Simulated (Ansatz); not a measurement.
# TiIn2 (built on the sites of a database entry of HfB2): following an unstable mode

Which phase does TiIn2 (built on the sites of a database entry of HfB2) fall into along its unstable mode, and how much energy does it gain?

Calculated with Ansatz 0.2.0; DFT PBEsol, scalar-relativistic, plane waves, PAW.

Most raw output is cut from this account.

The structure was built from a prototype and need not be the compound's stable phase.

### Step 1. Set-up

The structure is hexagonal, space group P6/mmm (No. 191). The conventional cell has a = 4.861 Å, b = 4.861 Å, c = 2.964 Å, α = 90.00°, β = 90.00°, γ = 120.00°. Nearest to Ti lie 2 Ti at 2.96 Å and 12 In at 3.17 Å. In has 5 In at 2.81 to 2.96 Å and 6 Ti at 3.17 Å nearest. Farther neighbours are not listed.

### Step 2. Response at finite wavevector

The cell comes from relaxations at this level that are not shown. Stability and thermal properties need the whole zone. Linear response on a 2×2×4 q mesh gives force constants as far as a supercell of that size would.

Contents of input.yaml:

```yaml
crystal:
  lattice:
    - [4.8611268095, 0.0, 0.0]
    - [-2.4305634048, 4.2098593081, 0.0]
    - [0.0, 0.0, 2.9644665336]
  atoms:
    - { symbol: Ti, position: [0.0, 0.0, 0.0] }
    - { symbol: In, position: [0.3333333333, 0.6666666667, 0.5] }
    - { symbol: In, position: [0.6666666667, 0.3333333333, 0.5] }
kpoints:
  mp_grid: { grid: [10, 10, 12] }
hamiltonian:
  xc: pbesol
scf:
  occupations: { method: methfessel_paxton, width: 0.15 }
output:
  eigenvalues: true
phonons:
  method: dfpt
  qmesh: [2, 2, 4]
  temperatures: { t_max: 1000, t_step: 50 }
  qpath:
    path:
      - [[0.0, 0.0, 0.0], [0.5, 0.0, 0.0], [0.33333333, 0.33333333, 0.0], [0.0, 0.0, 0.0], [0.0, 0.0, 0.5], [0.5, 0.0, 0.5], [0.33333333, 0.33333333, 0.5], [0.0, 0.0, 0.5]]
      - [[0.5, 0.0, 0.5], [0.5, 0.0, 0.0]]
      - [[0.33333333, 0.33333333, 0.5], [0.33333333, 0.33333333, 0.0]]
    npoints: 10
```

Launch:

```console
$ ansatz run input.yaml --threads 8 --pin off --max-ram 14336MiB --backend cpu --events-out ev --progress --plain --runs-dir out
```

Elapsed: 8.4 min, on 8 threads of Arm Neoverse N1, shared host; peak memory 1.8 GiB; 38 min of CPU time.

Numbers from this step:

```yaml
volume_per_atom: 20.22 Å³
gap_on_the_k_mesh: 0 eV
sum_rule_residual_before_enforcement: 3.13e-5 eV/Å²
lowest_frequency_on_the_path: -121.8 cm⁻¹
point_group: 6/mmm
highest_frequency_on_the_path_or_at_a_solved_wavevector: 190.9 cm⁻¹
highest_optical_mode_at_the_zone_centre_no_lo_to_term: 161 cm⁻¹
lowest_optical_zone_centre_mode: 30.83 cm⁻¹
lowest_mode_on_the_q_mesh_acoustic_modes_at_gamma_apart: -121.8 cm⁻¹
```

Frequencies (cm⁻¹) solved at each irreducible wavevector; negative means imaginary. Frequencies by wavevector, by row:

```csv
q in reciprocal lattice units,star,mode 1,mode 2,mode 3,mode 4,mode 5,mode 6,mode 7,mode 8,mode 9
0 0 0,1,0,0,0,30.8,120.5,120.5,134.9,161,161
0 0 0.25,2,52.2,52.2,96.5,109,124,124,161.5,161.5,171.4
0 0 -0.5,1,61.5,61.5,133.2,139,149.8,149.8,160.2,162.2,162.2
0 -0.5 0,3,-121.8,-33.2,42,49.9,66.4,118.6,144.1,147.4,180.3
0 -0.5 0.25,6,-77.8,10.5,76.6,92.7,103.5,142,149.3,165.1,177.2
0 -0.5 -0.5,3,33.7,98.2,107,111.5,123.3,142.4,163.7,168.1,190.9
```

Interpolated from a 2×2×4 q mesh. The phonon branches at the labelled points (cm⁻¹):

```csv
point,branch 1,branch 2,branch 3,branch 4,branch 5,branch 6,branch 7,branch 8,branch 9
Γ,0,0,0,31,120,120,135,161,161
halfway,-71,36,39,60,65,96,140,162,173
M,-122,-33,42,50,66,119,144,147,180
halfway,-110,-44,43,44,49,121,144,148,177
K,-76,-76,-48,47,47,136,136,150,173
halfway,-79,38,42,48,74,86,142,160,174
Γ,0,0,0,31,120,120,135,161,161
halfway,52,52,96,109,124,124,162,162,171
A,62,62,133,139,150,150,160,162,162
halfway,49,76,122,132,138,138,160,165,181
L,34,98,107,112,123,142,164,168,191
halfway,27,105,106,107,125,148,154,178,185
H,20,102,102,125,125,129,172,172,182
halfway,44,82,120,121,138,146,154,170,182
A,62,62,133,139,150,150,160,162,162
jump to L,34,98,107,112,123,142,164,168,191
halfway,-78,10,77,93,104,142,149,165,177
M,-122,-33,42,50,66,119,144,147,180
jump to H,20,102,102,125,125,129,172,172,182
halfway,-27,-21,-21,109,109,143,143,150,179
K,-76,-76,-48,47,47,136,136,150,173
```

Symmetry leaves 6 wavevectors to solve. The lowest mode among them, the acoustic zeros apart, lies at q = (0, -0.5, 0) and is imaginary, 121.8i cm⁻¹, so the energy falls along it.

### Step 3. The mode frozen in, largest atomic shift 0 Å

The mode followed lies at q = (0, -0.5, 0.25) with frequency 77.8i cm⁻¹, one of the unstable modes though not the softest. At small amplitude the distorted cell has space group no. 74 by a symmetry search on the positions. The undistorted cell that holds it gives the zero of energy on the same k mesh.

System of this step: TiIn2 (built on the sites of a database entry of HfB2). The structure is hexagonal, space group P6/mmm (No. 191). Conventional cell: a = 4.861 Å, b = 4.861 Å, c = 2.964 Å, α = 90.00°, β = 90.00°, γ = 120.00°. Ti has 2 Ti at 2.96 Å and 12 In at 3.17 Å nearest. Nearest to In lie 5 In at 2.81 to 2.96 Å and 6 Ti at 3.17 Å. Farther neighbours are not listed.

Contents of input.yaml:

```yaml
crystal:
  lattice:
    - [-4.8611268095, 0.0, 0.0]
    - [-2.4305634048, -4.2098593081, -5.9289330673]
    - [-2.4305634048, -4.2098593081, 5.9289330673]
  atoms:
    - { symbol: Ti, position: [0.0, 0.0, 0.0] }
    - { symbol: Ti, position: [0.0, 0.75, 0.25] }
    - { symbol: Ti, position: [0.0, 0.5, 0.5] }
    - { symbol: Ti, position: [0.0, 0.25, 0.75] }
    - { symbol: In, position: [0.3333333333, 0.2916666667, 0.0416666667] }
    - { symbol: In, position: [0.3333333333, 0.0416666667, 0.2916666667] }
    - { symbol: In, position: [0.3333333333, 0.7916666667, 0.5416666667] }
    - { symbol: In, position: [0.3333333333, 0.5416666667, 0.7916666667] }
    - { symbol: In, position: [0.6666666667, 0.4583333333, 0.2083333333] }
    - { symbol: In, position: [0.6666666667, 0.2083333333, 0.4583333333] }
    - { symbol: In, position: [0.6666666667, 0.9583333333, 0.7083333333] }
    - { symbol: In, position: [0.6666666667, 0.7083333333, 0.9583333333] }
kpoints:
  mp_grid: { grid: [8, 8, 8] }
hamiltonian:
  xc: pbesol
scf:
  occupations: { method: methfessel_paxton, width: 0.15 }
output:
  forces: true
  stress: true
  eigenvalues: true
```

Elapsed: 26 s, on 8 threads; peak memory 2.2 GiB; 3.4 min of CPU time.

Numbers from this step:

| Property | Result |
| --- | --- |
| pressure | -0.04872 GPa |
| energy from the undistorted cell | 0 meV/atom |

The run ends at a pressure of -0.05 GPa, with forces up to 0.0016 eV/Å.

### Step 4. The mode frozen in, largest atomic shift 0.14 Å

The atoms are moved along the unstable eigenvector, the largest shift by 0.14 Å, with the cell fixed.

Contents of input.yaml:

```yaml
crystal:
  lattice:
    - [-4.8611268095, 0.0, 0.0]
    - [-2.4305634048, -4.2098593081, -5.9289330673]
    - [-2.4305634048, -4.2098593081, 5.9289330673]
  atoms:
    - { symbol: Ti, position: [0.028799907, 0.0, 0.0] }
    - { symbol: Ti, position: [-0.028799907, 0.75, 0.25] }
    - { symbol: Ti, position: [-0.028799907, 0.5, 0.5] }
    - { symbol: Ti, position: [0.028799907, 0.25, 0.75] }
    - { symbol: In, position: [0.3390428679, 0.2916666667, 0.0416666667] }
    - { symbol: In, position: [0.3333333333, 0.0416666667, 0.2916666667] }
    - { symbol: In, position: [0.3276237988, 0.7916666667, 0.5416666667] }
    - { symbol: In, position: [0.3333333333, 0.5416666667, 0.7916666667] }
    - { symbol: In, position: [0.6609571321, 0.4583333333, 0.2083333333] }
    - { symbol: In, position: [0.6666666667, 0.2083333333, 0.4583333333] }
    - { symbol: In, position: [0.6723762012, 0.9583333333, 0.7083333333] }
    - { symbol: In, position: [0.6666666667, 0.7083333333, 0.9583333333] }
kpoints:
  mp_grid: { grid: [8, 8, 8] }
hamiltonian:
  xc: pbesol
scf:
  occupations: { method: methfessel_paxton, width: 0.15 }
output:
  forces: true
  stress: true
  eigenvalues: true
```

It took 27 s on 8 threads; peak memory 2.2 GiB.

Numbers from this step:

| Quantity | Value |
| --- | --- |
| pressure | 0.1833 GPa |
| energy from the undistorted cell | -0.911 meV/atom |

The energy, extrapolated to zero smearing, is -0.91 meV/atom against the undistorted cell.

The run ends at a pressure of 0.18 GPa, with forces up to 0.047 eV/Å.

### Step 5. Energy along the mode, all amplitudes (two of the runs are shown above)

An imaginary frequency means negative curvature, so the energy should fall and then rise again as anharmonic terms take over.

This step gave:

```
depth at the lowest point sampled  : 0.911 meV/atom
largest atomic shift at that point : 0.14 Å
```

The energy from the parent by largest atomic shift:

```csv
largest atomic shift (Å),energy from the parent (meV/atom)
0.000,0
0.040,-0.213
0.080,-0.701
0.140,-0.911
0.220,2.79
0.320,18.2
```

Displacement at unit largest shift by atom:

```csv
atom,x (Å),y (Å),z (Å),size
Ti1,-1.00,0.00,0.00,1.00
Ti2,1.00,0.00,0.00,1.00
Ti3,1.00,0.00,0.00,1.00
Ti4,-1.00,0.00,0.00,1.00
In5,-0.20,0.00,0.00,0.20
In6,0.00,0.00,0.00,0.00
In7,0.20,0.00,0.00,0.20
In8,0.00,0.00,0.00,0.00
In9,0.20,0.00,0.00,0.20
In10,0.00,0.00,0.00,0.00
In11,-0.20,0.00,0.00,0.20
In12,0.00,0.00,0.00,0.00
```

The lowest of the steps tried is at 0.14 Å, 0.911 meV/atom below the parent; the bottom of the well need not coincide with a step.

### Step 6. Relaxation from the frozen mode

Starting from the lowest point found, all atoms and the cell are let go, so that strain and other modes of the same symmetry can join in.

input.yaml, as its differences from that of step 4:

```diff
@@ -28 +28,6 @@
   eigenvalues: true
+relax:
+  adjacent_minimum: "off"
+  f_tol: 0.002
+  max_steps: 120
+  cell: { stress_tol: 0.03 }
```

Run time: 7.8 min. Hardware: 8 threads; peak memory 2.3 GiB; 56 min of CPU time.

The steps of the relaxation:

```csv
step,energy less that of the first step (eV),largest force component (eV/Å),pressure (GPa),volume (Å³)
1,0.0000,0.0460,0.18,242.67
2,-0.0151,0.0162,-0.29,243.72
3,-0.0760,0.0677,0.36,241.98
4,-0.2064,0.0930,-0.34,244.39
5,-0.0928,0.2368,3.69,237.97
6,-0.2686,0.0650,-0.48,246.04
7,-0.2712,0.1254,0.28,245.08
8,-0.2817,0.0327,0.16,245.59
9,-0.2819,0.0159,0.07,246.07
10,-0.2824,0.0017,0.00,246.07
11*,-0.2847,0.0015,0.02,246.07
12,-0.2847,0.0010,0.01,246.15
13*,-0.2847,0.0009,0.01,246.15
```

Relaxation steps marked * repeat the geometry before them on a plane-wave basis chosen anew for their cell, so energy and pressure can jump there. Relaxation step 5 was tried and not accepted.

Forces are held to the 8 operations that the run works with; a distortion that breaks them can't arise in this run.

```csv
"conventional cell, symmetrised",before,after,change
a (Å),8.420,7.882,-6.4 %
b (Å),11.858,11.917,+0.5 %
c (Å),4.861,5.242,+7.8 %
volume (Å³/atom),20.22,20.51,+1.4 %
```

The atoms that moved most (Å, as changes of fractional coordinates times the final cell):

```csv
atom,dx,dy,dz,length
Ti1,-0.117,0.000,0.003,0.117
Ti2,0.117,0.000,-0.003,0.117
Ti4,-0.117,0.000,-0.003,0.117
Ti3,0.117,0.000,0.003,0.117
In11,-0.009,0.074,0.000,0.075
In7,0.009,-0.074,0.000,0.075
In5,-0.009,-0.074,0.000,0.075
In9,0.009,0.074,0.000,0.075
```

The relaxed structure:

```xyz
12
Lattice="-5.2416 0.0000 0.0000 -2.6208 -3.9408 -5.9583 -2.6208 -3.9408 5.9583" Properties=species:S:1:pos:R:3 pbc="T T T"
Ti   -0.2678    0.0000    0.0034
Ti   -2.3530   -3.9408   -2.9825
Ti   -2.3530   -3.9408    0.0034
Ti   -2.8886   -3.9408    2.9757
In   -2.6594   -1.3880   -1.4896
In   -2.6208   -1.3817    1.4896
In   -5.2031   -5.3287   -1.4896
In   -5.2416   -5.3225    1.4896
In   -5.2031   -2.5528   -1.4896
In   -5.2416   -2.5590    1.4896
In   -7.9010   -6.4935   -1.4896
In   -7.8624   -6.4998    1.4896
```

Numbers from this step:

* pressure: 0.005797 GPa
* volume per atom: 20.51 Å³

The distorted start has space group Imma; the relaxation ends in Imma.

### Step 7. The phases reached

The phases reached along the modes that were followed are set side by side.

Energies are those of the first relaxation, on the mesh of the frozen mode; space group, volume and gap are those of the last relaxation. Phases, by row:

```csv
mode frozen in,space group,energy from parent (meV/atom),volume (Å³/atom),gap on mesh (eV),lowest zone-centre optical mode (cm⁻¹),largest shift (Å)
parent,P6/mmm,0,20.22,0,–,–
"q = (0, -0.5, 0), 122i cm⁻¹",Pmma,-43.51,21.06,0,42.5,0.6
"q = (0, -0.5, 0.25), 78i cm⁻¹",Imma,-24.93,20.51,0,–,0.268
```

### Step 8. Summary of results

| Quantity | Value |
| --- | --- |
| unstable mode of the parent | q = (0, -0.5, 0.25), 78i cm⁻¹ |
| depth at the lowest point sampled | 0.911 meV/atom |
| largest atomic shift at that point | 0.14 Å |
| space group reached (within 0.01 Å) | Imma |
| energy gained over the parent (first relaxation, on the mesh of the frozen mode) | 24.9 meV/atom |
| volume per atom, phase reached | 20.5 Å³ |

Along this mode the structure falls into Imma, 24.9 meV/atom below the parent. At the parent's cell the well is 0.911 meV/atom deep on the steps tried, with its lowest point at a shift of 0.14 Å. Relaxing atoms and cell changes the gain by +24.02 meV/atom against the lowest step (energies at zero smearing). Most of the total comes from this relaxation. The modes of the phase reached were not computed on this path. How so shallow a well moves with the k mesh was not tested. Of the 2 patterns followed to their end from this parent, this one ends 18.6 meV/atom above the lowest, Pmma. Each path keeps the symmetry of its pattern, so a lower phase may lie along a pattern not tried. With no gap, or one that is small against the smearing, the frequencies hang on the k mesh and the smearing, most of all near Kohn anomalies. The starting cell was built on a prototype and not taken from a measurement, so the phase need not exist.

[Logs are printed without paths, hosts, clocks, repeated set-up lines and the standing remarks that a program may print on its own settings, such as how far it seeks lower states.]

[Hosts, paths, dates, database ids (printed as entryN), source tags and the programs' standing remarks are cut or masked in the printed files.]
